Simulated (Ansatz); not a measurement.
# Na3MoO4Cl (P4/nmm): converging the G0W0 gap

How do accuracy and time trade against each other in G0W0 on Na3MoO4Cl (P4/nmm)?

Method: G0W0 on PBE, plane waves, PAW; PAW set soft_1, in Ansatz 0.2.0.

### Step 1. Starting point

The structure is tetragonal, space group P4/nmm (No. 129). The conventional cell has a = 7.494 Å, b = 7.494 Å, c = 5.341 Å, α = 90.00°, β = 90.00°, γ = 90.00°. Na has 4 O at 2.50 Å and 2 Cl at 2.78 Å nearest. Nearest to Na lie 4 O at 2.35 Å and 2 Cl at 2.58 to 2.76 Å. Nearest to Mo lie 4 O at 1.78 Å. Nearest to Cl lie 6 Na at 2.58 to 2.78 Å. Nearest to O lie 1 Mo at 1.78 Å and 3 Na at 2.35 to 2.50 Å. Farther neighbours and most contacts between anions are not listed.

Geometry: measured cell, ions relaxed with PBE. The runs that relaxed it are not among those shown.

### Step 2. 165 empty bands, screening to 39 eV

Now the one-shot GW correction: screening in the RPA, then the self-energy of the levels asked for. This step takes PAW set soft_1 files.

Contents of input.yaml:

```yaml
crystal:
  lattice:
    - [7.4942, 0.0, 0.0]
    - [0.0, 7.4942, 0.0]
    - [0.0, 0.0, 5.3409]
  atoms:
    - { symbol: Na, position: [0.75, 0.75, 0.0] }
    - { symbol: Na, position: [0.75, 0.25, 0.0] }
    - { symbol: Na, position: [0.25, 0.25, 0.0] }
    - { symbol: Na, position: [0.25, 0.75, 0.0] }
    - { symbol: Na, position: [0.5, 0.0, 0.6389095619] }
    - { symbol: Na, position: [0.0, 0.5, 0.3610904381] }
    - { symbol: Mo, position: [0.0, 0.0, 0.5] }
    - { symbol: Mo, position: [0.5, 0.5, 0.5] }
    - { symbol: Cl, position: [0.5, 0.0, 0.155433647] }
    - { symbol: Cl, position: [0.0, 0.5, 0.844566353] }
    - { symbol: O, position: [0.810272275, 0.0, 0.7004856242] }
    - { symbol: O, position: [0.5, 0.310272275, 0.7004856242] }
    - { symbol: O, position: [0.189727725, 0.0, 0.7004856242] }
    - { symbol: O, position: [0.5, 0.689727725, 0.7004856242] }
    - { symbol: O, position: [0.310272275, 0.5, 0.2995143758] }
    - { symbol: O, position: [0.0, 0.189727725, 0.2995143758] }
    - { symbol: O, position: [0.689727725, 0.5, 0.2995143758] }
    - { symbol: O, position: [0.0, 0.810272275, 0.2995143758] }
kpoints:
  mp_grid: { grid: [2, 2, 4] }
hamiltonian:
  xc: pbe
  pseudopotentials: { kind: paw, azcp: { folder: soft_1 } }
scf:
  occupations: { method: fixed }
gw:
  n_empty_bands: 165
  ecut_chi: 39
  qp_bands: [v4, c4]
  qp_kpoints: band_edges
  screening: { model: contour_deformation }
```

Run with:

```console
$ ansatz run input.yaml --threads 2 --pin off --max-ram 92160MiB --backend cuda --events-out ev --progress --plain --runs-dir out --devices 1 --max-vram 13GiB
```

Numbers of over 12 decimals in the logs are rounded to 6 here.

The log of the run:

```text
GPUs: using 1 of 1 available (devices: 1).
Engine: ansatz 0.2.0, x86_64-unknown-linux-gnu
Pseudopotentials: kind: paw
Pseudopotential: Na, paw, valence charge 9, recommended cutoff 420 eV (normal), soft_1/Na.paw.azcp
Pseudopotential: Mo, paw, valence charge 14, recommended cutoff 420 eV (normal), soft_1/Mo.paw.azcp
Pseudopotential: Cl, paw, valence charge 7, recommended cutoff 420 eV (normal), soft_1/Cl.paw.azcp
Pseudopotential: O, paw, valence charge 6, recommended cutoff 420 eV (normal), soft_1/O.paw.azcp
Functional definition: PBE
  parameter kappa = 0.804
  parameter beta = 0.066725
  exchange = pbe_x(kappa = kappa, mu = beta*pi^2/3)
  correlation = pbe_c(beta = beta)
device memory: the entry about to start is reckoned to put 3.3 GiB on a device that reports 43.0 GiB free (of which the cap on the GPU budget leaves the run 13.0 GiB)
GPU FFT provider: cuFFT
GPU libraries: cuBLAS 13.8.2, cuFFT 12.4.0, cuSOLVER 12.3.4
Crystal: 18 atoms, lattice volume = 299.961 Å³
Basis set: ecut = 420 eV, 5889 PW (Γ)
Bands: 90, of which v1, the nominal top of the filled ones, is band 72 counted from 1 (71 counted from 0)
Symmetry: 16 space group operations
Space group: P4/nmm (ITA 129), of the structure as read, at distance tolerance 6.7e-5 Å
k-points: 9 of 16
Non-local potential: Na, projectors of the file, l = 0: 3, l = 1: 2, l = 2: 1
Non-local potential: Mo, projectors of the file, l = 0: 3, l = 1: 2, l = 2: 2, l = 3: 1
Non-local potential: Cl, projectors of the file, l = 0: 2, l = 1: 2, l = 2: 1
Non-local potential: O, projectors of the file, l = 0: 2, l = 1: 2, l = 2: 1
PAW form: soft (Blöchl's): semilocal exchange-correlation on the pseudo side does not see the compensation charge
PAW one-centre angular grid: Na, 110 points (default); XC on 64 Gauss nodes
PAW one-centre angular grid: Mo, 590 points (default); XC on 64 Gauss nodes
PAW one-centre angular grid: Cl, 110 points (default); XC on 64 Gauss nodes
PAW one-centre angular grid: O, 110 points (default); XC on 64 Gauss nodes
Initial density: superposition of atomic densities (chi_scale 0.1, normalization cell, long waves kept (reshape's long-wave potential 0.04 eV rms))
Initial wavefunctions: pseudopotential atomic-orbital guess
GPU buffer pool allocated for 104976 grid points (all kernels)
GPU transforms: local potential and band sums: pruned to the plane-wave sphere, on 54×54×36
Functional: x = pbe(κ = 0.804, μ = 0.219515), c = pbe(β = 0.066725)
SCF iter   1: F=—  HF=-25559.554754 eV  |F-HF|=—  |Δ(HF+E_count)|=         —  Δρ=1.02e-1  dr2=4.77e1  ethr=3.10e-3  ⟨swp⟩=5.0  Hψ=2464  notcnv=0  defer=123
preconditioner: auto → Resta (q_TF=auto, 2.414 Å⁻¹)  ε∞=3.4  [insulator: Δε(μ)=4.501 eV  Ē_g=12.448 eV  n_scr=68 (ndim 8)  ℏωp=19.2 eV  f_vac=0.000  ε∞_Penn≈3.4]
SCF iter   2: F=—  HF=-25548.293189 eV  |F-HF|=—  |Δ(HF+E_count)|=    1.13e1  Δρ=5.83e-2  dr2=8.55e0  ethr=3.10e-3  ⟨swp⟩=3.0  Hψ=1659  notcnv=0  defer=128
SCF iter   3: F=—  HF=-25546.643045 eV  |F-HF|=—  |Δ(HF+E_count)|=    1.65e0  Δρ=2.32e-2  dr2=2.66e0  ethr=3.10e-3  ⟨swp⟩=2.0  Hψ=1322  notcnv=0  defer=124
SCF iter   4: F=—  HF=-25546.144802 eV  |F-HF|=—  |Δ(HF+E_count)|=   4.98e-1  Δρ=1.08e-2  dr2=5.58e-1  ethr=1.85e-3  ⟨swp⟩=2.0  Hψ=980  notcnv=0  defer=138
SCF iter   5: F=—  HF=-25546.000646 eV  |F-HF|=—  |Δ(HF+E_count)|=   1.44e-1  Δρ=2.55e-3  dr2=4.13e-2  ethr=3.87e-4  ⟨swp⟩=2.0  Hψ=1329  notcnv=0  defer=142
SCF iter   6: F=—  HF=-25546.002631 eV  |F-HF|=—  |Δ(HF+E_count)|=   1.98e-3  Δρ=7.48e-4  dr2=2.59e-3  ethr=2.87e-5  ⟨swp⟩=2.3  Hψ=1192  notcnv=0  defer=144
SCF iter   7: F=—  HF=-25546.003081 eV  |F-HF|=—  |Δ(HF+E_count)|=   4.50e-4  Δρ=1.19e-4  dr2=5.33e-5  ethr=1.80e-6  ⟨swp⟩=2.0  Hψ=1226  notcnv=0  defer=141
SCF iter   8: F=—  HF=-25546.003181 eV  |F-HF|=—  |Δ(HF+E_count)|=   1.00e-4  Δρ=4.87e-5  dr2=1.29e-5  ethr=3.70e-8  ⟨swp⟩=2.0  Hψ=1031  notcnv=0  defer=126
SCF iter   9: F=—  HF=-25546.003183 eV  |F-HF|=—  |Δ(HF+E_count)|=   1.74e-6  Δρ=9.14e-6  dr2=3.95e-7  ethr=8.99e-9  ⟨swp⟩=2.0  Hψ=995  notcnv=0  defer=126
SCF iter  10: F=-25546.003183 eV  HF=-25546.003183 eV  |F-HF|=1.67e-8  |Δ(HF+E_count)|=   2.27e-7  Δρ=2.37e-6  dr2=2.65e-8  ethr=6.94e-11  ⟨swp⟩=11.6  Hψ=3308  notcnv=0
SCF 1 converged in 10 iterations: F = -25546.003183 eV  dr2 = 2.65e-8
  greatest PAW one-centre occupation: 0.999 electrons in one spin orbital (limit 2), on the Na atom at site 5 (counted from 0), in its partial waves of l = 0
device memory: the entry about to start is reckoned to put 4.0 GiB (of the 4.1 GiB reckoned in all, the device holds 0.1 GiB already) on a device that reports 42.9 GiB free (of which the cap on the GPU budget leaves the run 12.9 GiB)
NSCF: frozen V_eff on 9 k-points
the band table was solved once the SCF had ended and its energy, with any forces and stress, was formed, with the checks that follow a solve (3039 applications of the Hamiltonian). They found nothing against the state; the energy, forces and stress were not computed again (output.eigenvalues in the input reference)
device memory: the entry about to start is reckoned to put 3.2 GiB on a device that reports 43.3 GiB free (of which the cap on the GPU budget leaves the run 13.0 GiB)
NSCF: frozen V_eff on 9 k-points
G₀W₀ screening: q 1/9
[... further progress lines ...]
SCF converged after 10 iterations
Free energy (F): -25546.003183 eV
Harris-Foulkes:  -25546.003183 eV  (|F-HF|=1.67e-8)
Internal energy: -25546.003183 eV  (E = F + TS)
E sigma→0 (E₀):  -25546.003183 eV
Fermi energy:    2.404055 eV
--- Per-component energies (eV) ---
  E_band       = -2012.166045
  E_kinetic    = 3175.435092
  E_local      = -15695.049124  (includes V_loc(G=0)·N_el)
  E_nonlocal   = 2440.894375
  E_hartree    = 5506.446991
  E_xc         = -1364.123934
  E_vxc        = -1689.890328  (∫ρ·V_xc dr)
  E_paw        = -10797.907909  (= ΣΔE_a)
  E_vpaw       = -1256.463220  (= ΣTr[D̂ρ^β])
  E_aug_tail   = 0.006583  (compensation charges beyond the density's cutoff)
  E_ewald      = -8811.705256
  E_smearing   = -0.000000  (= −TS)
  E_closure    = 0.000000  (closes the sum)
  Σ components = -25546.003183   (vs F -25546.003183, Δ=0.00e0)
--- Band table (eV; the first three rows and the last of 9) ---
  k-point 0: bands = [... 68 lower, 2.1110, 2.2570, 2.2570, 2.3808, 6.7178, 6.7808, 7.0833, 7.2312, ... 14 higher]
  k-point 1: bands = [... 68 lower, 2.2293, 2.3278, 2.3278, 2.3707, 6.8097, 7.0058, 7.2361, 7.2440, ... 14 higher]
  k-point 2: bands = [... 68 lower, 2.3239, 2.3605, 2.4012, 2.4012, 6.9022, 7.1384, 7.2568, 7.3678, ... 14 higher]
  k-point 8: bands = [... 68 lower, 2.1884, 2.1884, 2.4041, 2.4041, 7.0366, 7.0366, 7.3338, 7.3338, ... 14 higher]
--- G₀W₀: contour deformation, 5 samples at zero and on the imaginary axis and 0 off it, 16 q-points, 165 empty bands' worth ---
  eigenvalues of the whole cell's RPA ε∞ on this k-mesh (on a slab, of 1 + 4πα/V) = 2.5117, 2.5117, 2.5217; static W/v taken at q = 0 is 0.397828
  bands read: the sum over 237 bands ends inside a degenerate multiplet in 6 slots, whose members it reads at an even weight; the widest, k=3: bands 237 to 238 (counted from 1) at 1/2 each
  gw.qp_kpoints: band_edges: 9 of 9 stored k-points solved, in 1 pass; an edge of the gap read off the rows below is read off those points alone
    ik  band        ε_KS         Σx   Σc(E_QP)       V_xc       Z   E_QP_lin       E_QP  E_QP is
     0    69      2.1110   -24.8344     4.4125   -19.4937  0.7615     1.1690     1.1829  root
     0    70      2.2570   -24.8274     4.3147   -19.6013  0.7651     1.3329     1.3456  root
     0    71      2.2570   -24.8274     4.3147   -19.6013  0.7651     1.3329     1.3456  root
     0    72      2.3808   -25.2231     4.3253   -20.0718  0.7637     1.5447     1.5549  root
     0    73      6.7178   -15.2573    -3.2263   -20.9374  0.8067     9.2386     9.1716  root
     0    74      6.7808   -13.1948    -3.1436   -18.4938  0.8178     8.9836     8.9363  root
     0    75      7.0833   -15.1755    -3.2221   -20.8133  0.8060     9.5661     9.4990  root
     0    76      7.2312   -16.7546    -3.1717   -22.5232  0.7954     9.9130     9.8281  root
     1    69      2.2293   -24.4740     4.1896   -19.3252  0.7694     1.2562     1.2701  root
     1    70      2.3278   -25.1196     4.3676   -19.8733  0.7635     1.4373     1.4491  root
     1    71      2.3278   -25.1196     4.3676   -19.8733  0.7635     1.4373     1.4491  root
     1    72      2.3707   -25.2251     4.3261   -20.0668  0.7638     1.5282     1.5385  root
     1    73      6.8097   -15.5983    -3.2297   -21.3129  0.8042     9.3652     9.2947  root
     1    74      7.0058   -15.4136    -3.1704   -21.0302  0.8057     9.5195     9.4520  root
     1    75      7.2361   -16.0637    -3.1962   -21.7790  0.8004     9.8317     9.7552  root
     1    76      7.2440   -16.7771    -3.1754   -22.5553  0.7951     9.9326     9.8468  root
     2    69      2.3239   -24.3216     4.0713   -19.2810  0.7737     1.3409     1.3546  root
     2    70      2.3605   -25.2276     4.3268   -20.0625  0.7638     1.5117     1.5222  root
     2    71      2.4012   -25.2311     4.3574   -20.0075  0.7641     1.5237     1.5350  root
     2    72      2.4012   -25.2311     4.3574   -20.0075  0.7641     1.5237     1.5350  root
     2    73      6.9022   -15.9472    -3.2381   -21.7038  0.8017     9.4954     9.4207  root
     2    74      7.1384   -16.1020    -3.1745   -21.7993  0.8017     9.7359     9.6612  root
     2    75      7.2568   -16.7995    -3.1792   -22.5874  0.7947     9.9521     9.8656  root
     2    76      7.3678   -16.7655    -3.1710   -22.5356  0.7959    10.0517     9.9668  root
[...]
8    69      2.1884   -24.5916     4.2141   -19.4508  0.7676     1.2487     1.2618  root
     8    70      2.1884   -24.5916     4.2141   -19.4508  0.7676     1.2487     1.2618  root
     8    71      2.4041   -25.3248     4.3914   -20.0928  0.7628     1.5528     1.5635  root
     8    72      2.4041   -25.3248     4.3914   -20.0928  0.7628     1.5528     1.5635  root
     8    73      7.0366   -16.1502    -3.2194   -21.9057  0.8000     9.6499     9.5726  root
     8    74      7.0366   -16.1502    -3.2194   -21.9057  0.8000     9.6499     9.5726  root
     8    75      7.3338   -16.7485    -3.1653   -22.5021  0.7965    10.0056     9.9221  root
     8    76      7.3338   -16.7485    -3.1653   -22.5021  0.7965    10.0056     9.9221  root
```

Elapsed: 21 s, on 1 × NVIDIA H100 80GB HBM3 (shared by 6 runs) with 2 threads of AMD EPYC 7R13 (Zen 3), shared host; peak memory 1.4 GiB; 30 s of CPU time.

This step gave:

```yaml
bands_summed: 237
rpa_eps_infinity_on_this_mesh_eigenvalues: 2.512, 2.512, 2.522
plane_waves_in_the_screening_matrix: 161
q_points_in_the_mesh: 16
g0w0_gap_on_the_mesh: 7.373 eV
k_of_the_valence_top: -0.5, -0.5, -0.5
k_of_the_conduction_bottom: 0, 0, 0
starting_gap_on_the_mesh: 4.314 eV
z_at_the_valence_top: 0.7628
z_at_the_conduction_bottom: 0.8178
least_direct_g0w0_gap_on_the_computed_points: 7.381 eV
```

The gap on the mesh goes from 4.31 eV to 7.37 eV, a correction of +3.06 eV, though a band edge has moved to another state.

### Step 3. 469 empty bands, screening to 78 eV

Another rung: the empty bands reach about as high as the screening cutoff, so the two stay in balance.

Changes to input.yaml since step 2:

```diff
@@ -32,4 +32,4 @@
 gw:
-  n_empty_bands: 165
-  ecut_chi: 39
+  n_empty_bands: 469
+  ecut_chi: 78
   qp_bands: [v4, c4]
```

The log of the run:

```text
GPUs: using 1 of 1 available (devices: 1).
[...]
GPU FFT provider: cuFFT
GPU libraries: cuBLAS 13.8.2, cuFFT 12.4.0, cuSOLVER 12.3.4
Crystal: 18 atoms, lattice volume = 299.961 Å³
Basis set: ecut = 420 eV, 5889 PW (Γ)
Bands: 90, of which v1, the nominal top of the filled ones, is band 72 counted from 1 (71 counted from 0)
Symmetry: 16 space group operations
[...]
k-points: 9 of 16
[...]
GPU buffer pool allocated for 104976 grid points (all kernels)
[...]
SCF iter   1: F=—  HF=-25559.554754 eV  |F-HF|=—  |Δ(HF+E_count)|=         —  Δρ=1.02e-1  dr2=4.77e1  ethr=3.10e-3  ⟨swp⟩=5.0  Hψ=2464  notcnv=0  defer=123
[...]
SCF iter  10: F=-25546.003183 eV  HF=-25546.003183 eV  |F-HF|=1.67e-8  |Δ(HF+E_count)|=   2.27e-7  Δρ=2.37e-6  dr2=2.65e-8  ethr=6.94e-11  ⟨swp⟩=11.6  Hψ=3308  notcnv=0
SCF 1 converged in 10 iterations: F = -25546.003183 eV  dr2 = 2.65e-8
[...]
NSCF: frozen V_eff on 9 k-points
[...]
G₀W₀ screening: q 1/9
[... further progress lines ...]
SCF converged after 10 iterations
Free energy (F): -25546.003183 eV
[...]
Internal energy: -25546.003183 eV  (E = F + TS)
E sigma→0 (E₀):  -25546.003183 eV
Fermi energy:    2.404055 eV
[...]
--- Band table (eV; the first three rows and the last of 9) ---
  k-point 0: bands = [... 68 lower, 2.1110, 2.2570, 2.2570, 2.3808, 6.7178, 6.7808, 7.0833, 7.2312, ... 14 higher]
  k-point 1: bands = [... 68 lower, 2.2293, 2.3278, 2.3278, 2.3707, 6.8097, 7.0058, 7.2361, 7.2440, ... 14 higher]
  k-point 2: bands = [... 68 lower, 2.3239, 2.3605, 2.4012, 2.4012, 6.9022, 7.1384, 7.2568, 7.3678, ... 14 higher]
  k-point 8: bands = [... 68 lower, 2.1884, 2.1884, 2.4041, 2.4041, 7.0366, 7.0366, 7.3338, 7.3338, ... 14 higher]
[...]
0    69      2.1110   -24.8344     4.3494   -19.4937  0.7520     1.1042     1.1198  root
     0    70      2.2570   -24.8274     4.2348   -19.6013  0.7553     1.2508     1.2658  root
     0    71      2.2570   -24.8274     4.2348   -19.6013  0.7553     1.2508     1.2658  root
     0    72      2.3808   -25.2231     4.2430   -20.0718  0.7533     1.4605     1.4726  root
     0    73      6.7178   -15.2573    -3.6251   -20.9374  0.7982     8.8171     8.7728  root
     0    74      6.7808   -13.1948    -3.4900   -18.4938  0.8110     8.6212     8.5898  root
     0    75      7.0833   -15.1755    -3.5938   -20.8133  0.7978     9.1724     9.1274  root
     0    76      7.2312   -16.7546    -3.5489   -22.5232  0.7852     9.5093     9.4509  root
[...]
8    73      7.0366   -16.1502    -3.6053   -21.9057  0.7906     9.2390     9.1868  root
     8    74      7.0366   -16.1502    -3.6053   -21.9057  0.7906     9.2390     9.1868  root
     8    75      7.3338   -16.7485    -3.5320   -22.5021  0.7868     9.6129     9.5554  root
     8    76      7.3338   -16.7485    -3.5320   -22.5021  0.7868     9.6129     9.5554  root
```

It took 41 s on 1 × NVIDIA H100 80GB HBM3 (shared by 6 runs) with 2 threads; peak memory 1.8 GiB.

This step gave:

```yaml
bands_summed: 541
rpa_eps_infinity_on_this_mesh_eigenvalues: 2.523, 2.523, 2.533
plane_waves_in_the_screening_matrix: 487
q_points_in_the_mesh: 16
g0w0_gap_on_the_mesh: 7.099 eV
k_of_the_valence_top: -0.5, -0.5, -0.5
k_of_the_conduction_bottom: 0, 0, 0
starting_gap_on_the_mesh: 4.314 eV
z_at_the_valence_top: 0.7526
z_at_the_conduction_bottom: 0.8110
least_direct_g0w0_gap_on_the_computed_points: 7.117 eV
```

Against the run with 2×2×4 mesh, 165 empty bands, screening to 39 eV, PAW set soft_1 files, the gap moves by −0.27 eV.

### Step 4. 1009 empty bands, screening to 130 eV

Changes to input.yaml since step 3:

```diff
@@ -32,4 +32,4 @@
 gw:
-  n_empty_bands: 469
-  ecut_chi: 78
+  n_empty_bands: 1009
+  ecut_chi: 130.0
   qp_bands: [v4, c4]
```

The log of the run:

```text
GPUs: using 1 of 1 available (devices: 1).
[...]
GPU FFT provider: cuFFT
GPU libraries: cuBLAS 13.8.2, cuFFT 12.4.0, cuSOLVER 12.3.4
Crystal: 18 atoms, lattice volume = 299.961 Å³
Basis set: ecut = 420 eV, 5889 PW (Γ)
Bands: 90, of which v1, the nominal top of the filled ones, is band 72 counted from 1 (71 counted from 0)
Symmetry: 16 space group operations
[...]
k-points: 9 of 16
[...]
0    76      7.2312   -16.7546    -3.8183   -22.5232  0.7794     9.2250     9.1815  root
[...]
8    73      7.0366   -16.1502    -3.8651   -21.9057  0.7851     8.9662     8.9270  root
     8    74      7.0366   -16.1502    -3.8651   -21.9057  0.7851     8.9662     8.9270  root
     8    75      7.3338   -16.7485    -3.8024   -22.5021  0.7810     9.3278     9.2850  root
     8    76      7.3338   -16.7485    -3.8024   -22.5021  0.7810     9.3278     9.2850  root
[key lines of the parts left out:]
SCF converged after 10 iterations
Free energy (F): -25546.003183 eV
Fermi energy:    2.404055 eV
```

Run time: 54 s. Hardware: 1 × NVIDIA H100 80GB HBM3 (shared by 6 runs) with 2 threads; peak memory 3.2 GiB.

This step gave:

- bands summed: 1081
- RPA ε∞ on this mesh (eigenvalues): 2.518, 2.518, 2.529
- plane waves in the screening matrix: 1001
- G0W0 gap on the mesh: 7.084 eV
- k of the valence top: -0.5, -0.5, -0.5
- k of the conduction bottom: 0, 0, 0
- starting gap on the mesh: 4.314 eV
- least direct G0W0 gap on the computed points: 7.102 eV

Against the run with 2×2×4 mesh, 469 empty bands, screening to 78 eV, PAW set soft_1 files, the gap moves by −0.016 eV.

### Step 5. Changing the k mesh: 2×2×2 mesh, 469 empty bands, screening to 78 eV, PAW set soft_1 files

A second mesh at equal bands and cutoff isolates the sampling error. Bands and cutoff differ from the step before, so it is read against an earlier run that matches them.

Changes to input.yaml since step 4:

```diff
@@ -25,3 +25,3 @@
 kpoints:
-  mp_grid: { grid: [2, 2, 4] }
+  mp_grid: { grid: [2, 2, 2] }
 hamiltonian:
@@ -32,4 +32,4 @@
 gw:
-  n_empty_bands: 1009
-  ecut_chi: 130.0
+  n_empty_bands: 469
+  ecut_chi: 78
   qp_bands: [v4, c4]
```

The log of the run:

```text
GPUs: using 1 of 1 available (devices: 1).
[...]
GPU FFT provider: cuFFT
GPU libraries: cuBLAS 13.8.2, cuFFT 12.4.0, cuSOLVER 12.3.4
Crystal: 18 atoms, lattice volume = 299.961 Å³
Basis set: ecut = 420 eV, 5889 PW (Γ)
Bands: 90, of which v1, the nominal top of the filled ones, is band 72 counted from 1 (71 counted from 0)
Symmetry: 16 space group operations
[...]
k-points: 6 of 8
[...]
0    76      7.2314   -16.7338    -3.5713   -22.5231  0.7850     9.5083     9.4495  root
[...]
5    73      7.0367   -16.1392    -3.6181   -21.9055  0.7905     9.2373     9.1850  root
     5    74      7.0367   -16.1392    -3.6181   -21.9055  0.7905     9.2373     9.1850  root
     5    75      7.3338   -16.7401    -3.5400   -22.5020  0.7868     9.6132     9.5557  root
     5    76      7.3338   -16.7401    -3.5400   -22.5020  0.7868     9.6132     9.5557  root
[key lines of the parts left out:]
SCF converged after 10 iterations
Free energy (F): -25545.998694 eV
Fermi energy:    2.404630 eV
```

Elapsed: 20 s, on 1 × NVIDIA H100 80GB HBM3 (shared by 6 runs) with 2 threads; peak memory 1.6 GiB; 29 s of CPU time.

Numbers from this step:

```yaml
bands_summed: 541
rpa_eps_infinity_on_this_mesh_eigenvalues: 2.522, 2.522, 2.546
plane_waves_in_the_screening_matrix: 487
g0w0_gap_on_the_mesh: 7.106 eV
k_of_the_valence_top: -0.5, -0.5, -0.5
k_of_the_conduction_bottom: 0, 0, 0
starting_gap_on_the_mesh: 4.313 eV
least_direct_g0w0_gap_on_the_computed_points: 7.123 eV
```

Against the run with 2×2×4 mesh, 469 empty bands, screening to 78 eV, PAW set soft_1 files, the gap moves by +0.007 eV.

(Continued in part 2 of 2.)

[Paths, hosts, dates, memory and timing lines, banners, echoed tables and standing remarks are left out of the program output.]

[Logs are printed without paths, hosts, clocks, repeated set-up lines and the standing remarks that a program may print on its own settings, such as how far it seeks lower states.]

[Runs of the session that timed out or met a known fault of the program may be left out.]

[Cells called generated may have been cut or substituted from an entry of the Crystallography Open Database or the Materials Project.]

[Hosts, paths, dates, database ids (printed as entryN), source tags and the programs' standing remarks are cut or masked in the printed files.]
